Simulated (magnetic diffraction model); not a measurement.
# Er2BeS4: what an assumed order does to the neutron pattern

Space group Cmc2_1 (no. 36), a = 3.6630 Å, b = 12.3570 Å, c = 12.7140 Å.

```
site  atom    x       y       z
  4a    Er    0  0.1426  0.0785
  4a    Er    0  0.3799  0.2850
  4a     S    0  0.0323  0.2675
  4a     S  1/2  0.2599  0.3949
  4a     S    0  0.4836  0.4981
  4a     S  1/2  0.2941  0.1358
  4a    Be    0  0.1248  0.4514
```

The compound is invented for this exercise: a known structure type with other elements, its cell scaled to their sizes and not relaxed.

Only Er is taken to order (form factors of Er3+); orders and moment sizes are assumed, and not adapted to the symmetry. Radiation: neutrons of λ = 1.909 Å, 5° to 45°; isotropic B of 0.15 Å² (Er), 0.2 Å² (S) and 0.28 Å² (Be). Simulated constant-wavelength pattern: nuclear and magnetic terms add, the magnetic one as |2.695 fm × Σ f S⊥ exp(2πi Q·r) exp(−B s²)|², summed over all Q at one angle with the factor 1/(sin²θ cos θ). For collinear order S is the moment m, which repeats by lattice and centring translations R with the sign exp(−2πi k·R). Free-ion form factors, Sears's scattering lengths of 1992, no absorption; a label names one of the reflections at its angle. The strongest nuclear line in the range is 100, and lines under 0.2 are left out.

Assume the order k = (0 0 3/2), collinear moments along [010], 6.4 μB on Er; signs + at (0, 0.1426, 0.0785), − at (1/2, 0.3574, 0.5785), + at (0, 0.3799, 0.2850), − at (1/2, 0.1201, 0.7850).

Q: Where does magnetic intensity appear, and how strong is it?

```
2θ (°)      index  nuclear  magnetic
 12.93  (0 0 3/2)      0.0     136.7
 17.27    (0 0 2)      8.3       0.0
 17.77    (0 2 0)      0.4       0.0
 18.30  (0 2 1/2)      0.0       2.5
 19.78    (0 2 1)      2.6       0.0
 21.64  (0 0 5/2)      0.0       0.4
 22.04  (0 2 3/2)      0.0      68.1
 24.88    (0 2 2)      2.5       0.0
 28.14  (0 2 5/2)      0.0     101.6
 30.47  (0 0 7/2)      0.0      30.0
 31.54    (1 1 0)      8.3       0.0
 31.70    (0 2 3)     93.0       0.0
 31.85  (1 1 1/2)      0.0     128.8
 32.76    (1 1 1)     21.2       0.0
 34.22  (1 1 3/2)      0.0     101.7
 34.95    (0 0 4)      5.0       0.0
 35.49  (0 2 7/2)      0.0      45.0
 35.99    (0 4 0)     20.0       0.0
 36.18    (1 1 2)     23.0       0.0
 36.27  (0 4 1/2)      0.0       1.3
 37.08    (0 4 1)      0.8       0.0
 38.40  (0 4 3/2)      0.0       3.3
 38.57  (1 1 5/2)      0.0      75.1
 39.47    (0 2 4)     21.2       0.0
 39.49  (0 0 9/2)      0.0      38.9
 40.18    (0 4 2)      0.7       0.0
 40.82    (1 3 0)     18.0       0.0
 41.06  (1 3 1/2)      0.0      34.3
 41.34    (1 1 3)      1.5       0.0
 41.80    (1 3 1)     70.1       0.0
 42.39  (0 4 5/2)      0.0       0.5
 42.99  (1 3 3/2)      0.0      44.1
 43.61  (0 2 9/2)      0.0       2.9
 44.42  (1 1 7/2)      0.0      59.3
 44.63    (1 3 2)    100.0       0.0
 44.96    (0 4 3)      1.0       0.0
```

The strongest magnetic line in the range is (0 0 3/2) at 12.93° (136.7). Below the range, at 4.30°, lies the magnetic line (0 0 1/2) with 3558. On top of the Lorentz factor, which all lines share, magnetic lines fade with angle because f falls: for Er3+ it is 0.96, 0.86, 0.73 and 0.47 at sin θ/λ = 0.1, 0.2, 0.3 and 0.5 Å⁻¹, while nuclear lengths stay constant. The order has no net moment.

[Logs are printed without paths, hosts, clocks, repeated set-up lines and the standing remarks that a program may print on its own settings, such as how far it seeks lower states.]
